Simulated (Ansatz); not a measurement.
# Decaying states in the gap of Sr4Te3O, part 2 of 2

Wanted: the relaxed cell of Sr4Te3O, its band edges and its decay constants. It is built by putting Te for Se, O for S in the Sr4Se3S structure of space group R-3m, with the volume rescaled by atomic radii. The parent structure comes from the Materials Project.

Ansatz 0.2.0; PBE DFT, plane waves, PAW files (the session's first sound run).

So far, gap on path (eV): step 3 (the bulk crystal and its band edges) 1.54.

The structure was built from a prototype and need not be the compound's stable phase.

## (6) Band edges at another level

This step: PBEsol DFT, plane waves, PAW files (Ansatz 0.2.0).

The edges again with PBEsol, at the same atoms.

Input file input.yaml:

```yaml
crystal:
  lattice:
    - [2.2243158942, 1.2842093803, 14.9353300008]
    - [-2.2243158942, 1.2842093803, 14.9353300008]
    - [0.0, -2.5684187606, 14.9353300008]
  atoms:
    - { symbol: Sr, position: [0.878970033, 0.878970033, 0.878970033] }
    - { symbol: Sr, position: [0.121029967, 0.121029967, 0.121029967] }
    - { symbol: Sr, position: [0.3632536768, 0.3632536768, 0.3632536768] }
    - { symbol: Sr, position: [0.6367463232, 0.6367463232, 0.6367463232] }
    - { symbol: Te, position: [0.2578928009, 0.2578928009, 0.2578928009] }
    - { symbol: Te, position: [0.5, 0.5, 0.5] }
    - { symbol: Te, position: [0.7421071991, 0.7421071991, 0.7421071991] }
    - { symbol: O, position: [0.0, 0.0, 0.0] }
kpoints:
  mp_grid: { grid: [6, 6, 6] }
  band_path: { path: [VBM, CBM], npoints: 30 }
scf:
  occupations: { method: fixed }
hamiltonian:
  xc: pbesol
output:
  eigenvalues: true
```

Started as:

```sh
> ansatz run input.yaml --threads 2 --pin off --max-ram 4096MiB --backend cpu --events-out ev --progress --plain --runs-dir out
```

Wall time 49 s (2 threads of Arm Neoverse V2, shared host); peak memory 0.67 GiB; 98 s of CPU time.

This step gave:

* free energy: -35246.1025 eV
* Fermi energy: 7.157 eV
* gap on the k-mesh: 1.453 eV
* gap on path: 1.453 eV, by band count; negative where bands overlap
* direct gap on path: 1.655 eV

The electronic bands at the labelled points (eV, zero at the Fermi level (highest filled level under fixed occupations); v1 is the highest filled band, c1 the lowest empty one):

| point | v4 | v3 | v2 | v1 | c1 | c2 | c3 | c4 |
| --- | --- | --- | --- | --- | --- | --- | --- | --- |
| VBM | -0.46 | -0.46 | 0.00 | 0.00 | 1.66 | 2.80 | 3.11 | 3.23 |
| halfway | -1.00 | -0.90 | -0.67 | -0.48 | 2.08 | 2.55 | 2.71 | 3.13 |
| CBM | -1.14 | -1.09 | -0.91 | -0.71 | 1.45 | 2.57 | 2.67 | 3.66 |

The searched edges give 1.45 eV, as on the mesh.

Between step 3 and this run (PBEsol) the value for the gap on path moves from 1.54 eV to 1.45 eV.

## (7) Complex bands at another level

This step: PBEsol DFT, plane waves, PAW files; complex bands by layer matching along the plane's normal (Ansatz 0.2.0).

The complex bands at that level, over its own gap, at (0, 0) and (0, -0.5).

Input file input.yaml:

```yaml
crystal:
  lattice:
    - [4.448631788, 0.0, 0.0]
    - [2.224315894, 3.852628141, 0.0]
    - [2.224315894, 1.28420938, 14.935330001]
  atoms:
    - { symbol: Sr, position: [0.121029967, 0.121029967, 0.636910099] }
    - { symbol: Sr, position: [0.878970033, 0.878970033, 0.363089901] }
    - { symbol: Sr, position: [0.6367463232, 0.6367463232, 0.0897610304] }
    - { symbol: Sr, position: [0.3632536768, 0.3632536768, 0.9102389696] }
    - { symbol: Te, position: [0.7421071991, 0.7421071991, 0.7736784027] }
    - { symbol: Te, position: [0.5, 0.5, 0.5] }
    - { symbol: Te, position: [0.2578928009, 0.2578928009, 0.2263215973] }
    - { symbol: O, position: [0.0, 0.0, 0.0] }
kpoints:
  mp_grid: { grid: [6, 6, 6] }
scf:
  occupations: { method: fixed }
hamiltonian:
  xc: pbesol
output:
  eigenvalues: true
  transmission:
    leads: [[0, 0]]
    kpoints: [[0.0, 0.0], [0.0, -0.5]]
    e_range: [-1.0, 2.45]
    de: 0.06
```

Elapsed: 43 s, on 2 threads; peak memory 0.67 GiB.

This step gave:

```yaml
level_to_which_the_leads_are_filled: 0.7263 eV from the Fermi level
decay_constant_at_the_filling_level_zone_centre: 0.1563 Å⁻¹
decay_constant_at_the_filling_level_slowest_listed_point: 0.1563 Å⁻¹
```

K parallel (0, 0); values up to 1.207 1/Å, a degenerate pair printed once or twice; energies at which all values exceed this have no row. The Im kz of the slowest decaying states by energy, zero at the highest filled level on the SCF mesh:

| energy (eV) | decay 1 (Å⁻¹) | decay 2 (Å⁻¹) | decay 3 (Å⁻¹) | decay 4 (Å⁻¹) |
| --- | --- | --- | --- | --- |
| -1.00 | 0.252 | 0.873 | 0.977 | - |
| -0.82 | 0.109 | 0.858 | 0.958 | - |
| -0.64 | 0.113 | 0.843 | 0.939 | - |
| -0.46 | 0.0199 | 0.0790 | 0.828 | 0.920 |
| -0.34 | 0.0301 | 0.105 | 0.817 | 0.906 |
| -0.16 | 0.0969 | 0.130 | 0.801 | 0.886 |
| 0.02 | 0.0777 | 0.145 | 0.784 | 0.865 |
| 0.20 | 0.154 | 0.213 | 0.766 | 0.843 |
| 0.38 | 0.159 | 0.270 | 0.749 | 0.821 |
| 0.56 | 0.160 | 0.307 | 0.730 | 0.798 |
| 0.68 | 0.158 | 0.325 | 0.717 | 0.782 |
| 0.86 | 0.152 | 0.345 | 0.686 | 0.709 |
| 1.04 | 0.141 | 0.360 | 0.658 | 0.695 |
| 1.22 | 0.125 | 0.370 | 0.631 | 0.679 |
| 1.40 | 0.101 | 0.376 | 0.604 | 0.66 |
| 1.58 | 0.0571 | 0.379 | 0.577 | 0.639 |
| 1.76 | 0.379 | 0.550 | 0.615 | 0.617 |
| 1.88 | 0.377 | 0.531 | 0.596 | 0.598 |
| 2.06 | 0.372 | 0.504 | 0.563 | 0.567 |
| 2.24 | 0.363 | 0.482 | 0.525 | 0.528 |
| 2.42 | 0.349 | 0.467 | 0.492 | - |

K parallel (0, -0.5); values up to 1.207 1/Å, a degenerate pair printed once or twice; energies at which all values exceed this have no row. Im kz of the slowest decaying states against energy, zero at the highest filled level on the SCF mesh:

| energy (eV) | decay 1 (Å⁻¹) | decay 2 (Å⁻¹) | decay 3 (Å⁻¹) | decay 4 (Å⁻¹) |
| --- | --- | --- | --- | --- |
| -1.000 | 0.131 | 0.174 | 0.420 | 0.639 |
| -0.820 | 0.169 | 0.188 | 0.454 | 0.638 |
| -0.580 | 0.233 | 0.322 | 0.480 | 0.635 |
| -0.400 | 0.255 | 0.427 | 0.492 | 0.634 |
| -0.220 | 0.270 | 0.49 | 0.499 | 0.636 |
| 0.020 | 0.280 | 0.501 | 0.546 | 0.643 |
| 0.200 | 0.282 | 0.500 | 0.576 | 0.657 |
| 0.380 | 0.278 | 0.496 | 0.600 | 0.687 |
| 0.620 | 0.264 | 0.489 | 0.623 | 0.816 |
| 0.800 | 0.245 | 0.483 | 0.636 | 0.666 |
| 0.980 | 0.217 | 0.476 | 0.610 | 0.645 |
| 1.220 | 0.160 | 0.467 | 0.560 | 0.654 |
| 1.400 | 0.0785 | 0.460 | 0.529 | 0.658 |
| 1.580 | 0.451 | 0.501 | 0.661 | 0.983 |
| 1.820 | 0.0244 | 0.439 | 0.466 | 0.662 |
| 2.000 | 0.428 | 0.439 | 0.661 | 0.970 |
| 2.180 | 0.413 | 0.415 | 0.660 | 0.961 |
| 2.420 | 0.376 | 0.396 | 0.657 | 0.948 |

At the listed wavevectors the last open channel is at -0.04 eV and the next at +1.46 eV on the grid. At +0.74 eV, the grid energy nearest the filling level (the middle of the gap on the SCF mesh), the slowest state at the listed wavevectors decays with κ = 0.156 Å⁻¹, its amplitude falling by e over 6.4 Å; the first such run, plane (001), gave 0.166 Å⁻¹ over as many of its listed wavevectors.

## (8) What came out

| Property | Result |
| --- | --- |
| band gap | 1.54 eV |
| least decay constant at mid-gap, normal to (001) | 0.166 Å⁻¹ |
| least decay constant on a mesh, normal to (001) | 0.166 Å⁻¹ |
| least decay constant, PBEsol | 0.156 Å⁻¹ |

What this shows: With PBE, the slowest decay at the wavevectors tried is κ = 0.166 Å⁻¹, normal to (001). Through such a film the transmission near mid-gap falls as exp(−2κd), a factor of ten every 6.9 Å. A free electron under a barrier of half the gap would need a mass of 0.14 mₑ to decay at this rate. With PBEsol the gap goes from 1.54 to 1.45 eV and the decay constant, over the first 2 listed wavevectors, from 0.166 to 0.156 Å⁻¹. The compound is made up by substitution; its stability against other phases and against distortions of the cell's symmetry was not tested. A semilocal functional narrows gaps, while spin-orbit coupling, left out here, narrows them in compounds of heavy elements, so the error in κ can go either way.

[Logs are printed without paths, hosts, clocks, repeated set-up lines and the standing remarks that a program may print on its own settings, such as how far it seeks lower states.]

[Hosts, paths, dates, database ids (printed as entryN), source tags and the programs' standing remarks are cut or masked in the printed files.]
